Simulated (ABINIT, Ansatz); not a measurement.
# Excitons of MgH2 (P4_2/mnm): kernels and approximations, part 2 of 2

Wanted: excitons and ε₂ of MgH2 (P4_2/mnm), with cost.

ABINIT 10.8.3 and Ansatz 0.2.0; PBE and many-body steps on it, plane waves. Known limits of the many-body steps: not at the basis limit; coarse k mesh; bindings not settled in the k mesh.

So far. Step 8 (Dielectric constant by perturbation theory): The field response gives a mean ε∞ of 3.97, which the model screening below takes as its input. Step 10 (Empty states on the mesh, 4×4×6 mesh, 30 bands): On this mesh the gap is 3.948 eV.

## 11. Denser, shifted k mesh (4×4×6) (continued)

Mean over the three Cartesian directions of q; broadening 0.15 eV; transition window only. Limits: finite bands, cutoff and mesh; exciton not shown settled in the k mesh. The ε₂ by photon energy; read off at these points:

```tsv
photon energy (eV)	BSE	no electron-hole interaction	Kohn-Sham, no shift
0.00	0	0	0
0.50	0.00847	0.00467	0.0108
1.00	0.0175	0.00957	0.0225
1.50	0.0278	0.0149	0.0363
2.00	0.0402	0.0210	0.0538
2.50	0.0561	0.0283	0.0781
3.00	0.0779	0.0373	0.115
3.50	0.110	0.0491	0.179
4.00	0.160	0.0651	0.315
4.50	0.251	0.0885	0.812
5.00	0.443	0.125	3.95
5.50	1.02	0.190	6.56
6.00	5.64	0.333	12.3
6.10	9.31	0.384	12.8
6.50	15.2	0.884	8.22
6.90	17.1	3.59	5.83
7.00	16.1	4.07	5.36
7.50	5.92	6.79	5.54
8.00	3.62	12.6	3.96
8.10	3.40	12.7	3.73
8.50	3.00	8.00	2.78
9.00	2.30	5.28	2.28
9.50	1.62	5.41	1.86
10.00	1.20	3.89	1.62
10.50	0.988	2.73	1.12
11.00	0.951	2.27	0.984
11.50	0.672	1.88	0.684
12.00	0.497	1.59	0.494
12.50	0.427	1.12	0.325
13.00	0.282	0.969	0.236
```

## 12. Empty states on the mesh, 6×6×8 mesh, 30 bands

This step: DFT, PBE, plane waves, norm-conserving pseudopotentials.

run.abi

```
acell 3*1.0 Angstrom
rprim 
  4.516800000000 0.000000000000 0.000000000000
  0.000000000000 4.516800000000 0.000000000000
  0.000000000000 0.000000000000 3.020500000000
ntypat 2
znucl 12 1
natom 6
typat 1 1 2 2 2 2
xred 
  0.000000000000 0.000000000000 0.000000000000
  0.500000000000 0.500000000000 0.500000000000
  0.306000000000 0.306000000000 0.000000000000
  0.194000000000 0.806000000000 0.500000000000
  0.694000000000 0.694000000000 0.000000000000
  0.806000000000 0.194000000000 0.500000000000
pp_dirpath "pseudos"
pseudos "Mg.upf, H.upf"
ecut 38
ngkpt 6 6 8
nshiftk 1
shiftk 0.11 0.21 0.31
kptopt 3
chksymbreak 0
iscf -2
irdden 1
istwfk *1
nband 30
nbdbuf 4
tolwfr 1e-09
nstep 60
prtvol 0
indata_prefix "in"
outdata_prefix "out"
tmpdata_prefix "tmp"
```

Launch:

```console
> OMP_NUM_THREADS=1 mpirun -n 4 abinit run.abi > log
```

It took 2.7 min on 4 MPI ranks of Arm Neoverse N1, shared host; peak memory 0.87 GiB; 11 min of CPU time.

This step gave:

```
gap                                                           : 3.790 eV
k of the valence top                                          : 0.185, -0.1317, -0.0862
k of the conduction bottom                                    : 0.3517, 0.3683, -0.4612
least direct gap                                              : 4.609 eV
k points computed                                             : 288
lowest point of the top converged band, above the valence top : 16.06 eV
```

On this mesh the gap is 3.790 eV.

## 13. Denser, shifted k mesh (6×6×8)

This step: Bethe-Salpeter equation on PBE with a scissors shift, plane waves, norm-conserving pseudopotentials.

Edit run.abi of step 12 so:

```diff
@@ -24,10 +24,23 @@
 chksymbreak 0
-iscf -2
+istwfk *1
+occopt 1
+irdwfk 1
+optdriver 99
+bs_calctype 1
+mbpt_sciss 1.973 eV
+bs_loband 9
+nband 18
+bs_exchange_term 1
+bs_coulomb_term 21
+bs_coupling 0
+bs_algorithm 2
+bs_freq_mesh 0 13 0.1 eV
+zcut 0.15 eV
+ecuteps 3
+ecutwfn 19
+inclvkb 2
+mdf_epsinf 3.97
 irdden 1
-istwfk *1
-nband 30
-nbdbuf 4
-tolwfr 1e-09
-nstep 60
-prtvol 0
+bs_haydock_niter 300
+bs_haydock_tol -0.02 0
 indata_prefix "in"
```

Elapsed: 28 min, on 4 MPI ranks; peak memory 4 GiB.

This step gave:

- direct gap of the transition levels: 6.582 eV
- transitions in the window: 6912
- Coulomb term of one mesh cell: 0.3953 eV

## 14. Negative scissors

Edit run.abi of step 13 so:

```diff
@@ -19,6 +19,6 @@
 ecut 38
-ngkpt 6 6 8
+ngkpt 4 4 4
 nshiftk 1
-shiftk 0.11 0.21 0.31
-kptopt 3
+shiftk 0 0 0
+kptopt 1
 chksymbreak 0
@@ -29,18 +29,15 @@
 bs_calctype 1
-mbpt_sciss 1.973 eV
-bs_loband 9
-nband 18
+mbpt_sciss -3.0 eV
+bs_loband 10
+nband 15
 bs_exchange_term 1
-bs_coulomb_term 21
+bs_coulomb_term 11
 bs_coupling 0
-bs_algorithm 2
-bs_freq_mesh 0 13 0.1 eV
+bs_algorithm 1
+bs_freq_mesh 0 5 0.05 eV
 zcut 0.15 eV
-ecuteps 3
+ecuteps 4
 ecutwfn 19
 inclvkb 2
-mdf_epsinf 3.97
-irdden 1
-bs_haydock_niter 300
-bs_haydock_tol -0.02 0
+irdscr 1
 indata_prefix "in"
```

Elapsed: 19 s, on 4 MPI ranks; peak memory 0.47 GiB; 75 s of CPU time.

The run ended normally, though the input holds a fault or crude settings.

The fault put into this input: negative scissors.

## 15. The runs together

Times are wall times on 4 MPI ranks of Arm Neoverse N1, shared host, good to a factor of about two.

```tsv
run	mesh	transitions	broadening (eV)	direct gap (eV)	lowest state (eV)	binding (eV)	mesh cell's term (eV)	tallest peak (eV)	height	time
excitons	4×4×4	1536	0.15	6.638	5.919	0.719	0.708	6.80	24.9	1.9 min
triplet (no exchange term)	4×4×4	1024	0.15	6.638	5.836	0.802	0.708	-	-	49 s
beyond Tamm-Dancoff	4×4×4	1024	0.15	6.638	5.920	0.718	0.708	6.90	23.0	2.5 min
model screening	4×4×4	1536	0.15	6.638	-	-	0.653	7.00	25.7	91 s
denser, shifted k mesh (4×4×6)	4×4×6	2304	0.15	6.698	-	-	0.570	6.90	17.1	3.3 min
denser, shifted k mesh (6×6×8)	6×6×8	6912	0.15	6.582	-	-	0.395	6.50	17.1	28 min
```

## 16. Outcome

| Quantity | Value |
| --- | --- |
| excitons | lowest state 5.919 eV (not settled in the k mesh) |
| triplet (no exchange term) | lowest state 5.836 eV (not settled in the k mesh) |
| beyond Tamm-Dancoff | lowest state 5.920 eV (not settled in the k mesh) |
| model screening | tallest peak 7.0 eV |
| denser, shifted k mesh (4×4×6) | tallest peak 6.9 eV |
| denser, shifted k mesh (6×6×8) | tallest peak 6.5 eV |

What this shows: On the 4×4×4 mesh the lowest exciton lies at 5.919 eV, 0.719 eV below the direct gap; one cell of the mesh carries a screened Coulomb term of 0.71 eV by a cubic estimate, rough for this lattice, so this binding is not shown settled. Triplet (no exchange term), against «excitons (4×4×4)»: the lowest state moves by −0.083 eV (keys changed: nband, bs_exchange_term and bs_freq_mesh). Triplets are dark. Beyond Tamm-Dancoff, against «excitons (4×4×4)»: the lowest state stays within 0.01 eV (keys changed: nband, bs_coupling and bs_freq_mesh). Model screening, against «excitons (4×4×4)»: the tallest peak goes from 6.80 eV to 7.00 eV (keys changed: bs_coulomb_term, bs_algorithm, irdscr, mdf_epsinf, irdden, bs_haydock_niter and bs_haydock_tol). Denser, shifted k mesh (4×4×6), against «model screening (4×4×4)»: the tallest peak goes from 7.00 eV to 6.90 eV (keys changed: ngkpt, shiftk, kptopt and ecuteps). Denser, shifted k mesh (6×6×8), against «denser, shifted k mesh (4×4×6)»: the tallest peak goes from 6.90 eV to 6.50 eV (keys changed: ngkpt). For «beyond Tamm-Dancoff» the program prints the energy to 0.01 eV alone, so further digits and smaller shifts mean nothing. A rigid shift treats all transitions alike. In the G0W0 table the openings from the upper filled bands to the empty bands at the same k run from +1.62 to +2.14 eV (median +2.01), where the shift is +1.97 eV, so peaks stand off by such differences. Lines within a few meV of each other can be one level split by numerical noise, or distinct levels. Screening is static and electronic alone, and only transitions inside the band window count. The 4×4×4 mesh is coarse for this cell, which bears on the long-range parts of exchange and screening.

[Paths, hosts, dates, memory and timing lines, banners, echoed tables and standing remarks are left out of the program output.]

[Logs are printed without paths, hosts, clocks, repeated set-up lines and the standing remarks that a program may print on its own settings, such as how far it seeks lower states.]

[Runs of the session that timed out or met a known fault of the program may be left out.]

[Hosts, paths, dates, database ids (printed as entryN), source tags and the programs' standing remarks are cut or masked in the printed files.]

[G0W0 gaps are taken among the corrected bands and points alone; a level outside them can change the order at an edge.]

[Where Ansatz stands beside ABINIT at settings called matched, ABINIT's density can come from a denser mesh and the files from another edition; pairs whose starting gaps differed by over 0.03 eV were left out, so agreement reads better than it is.]
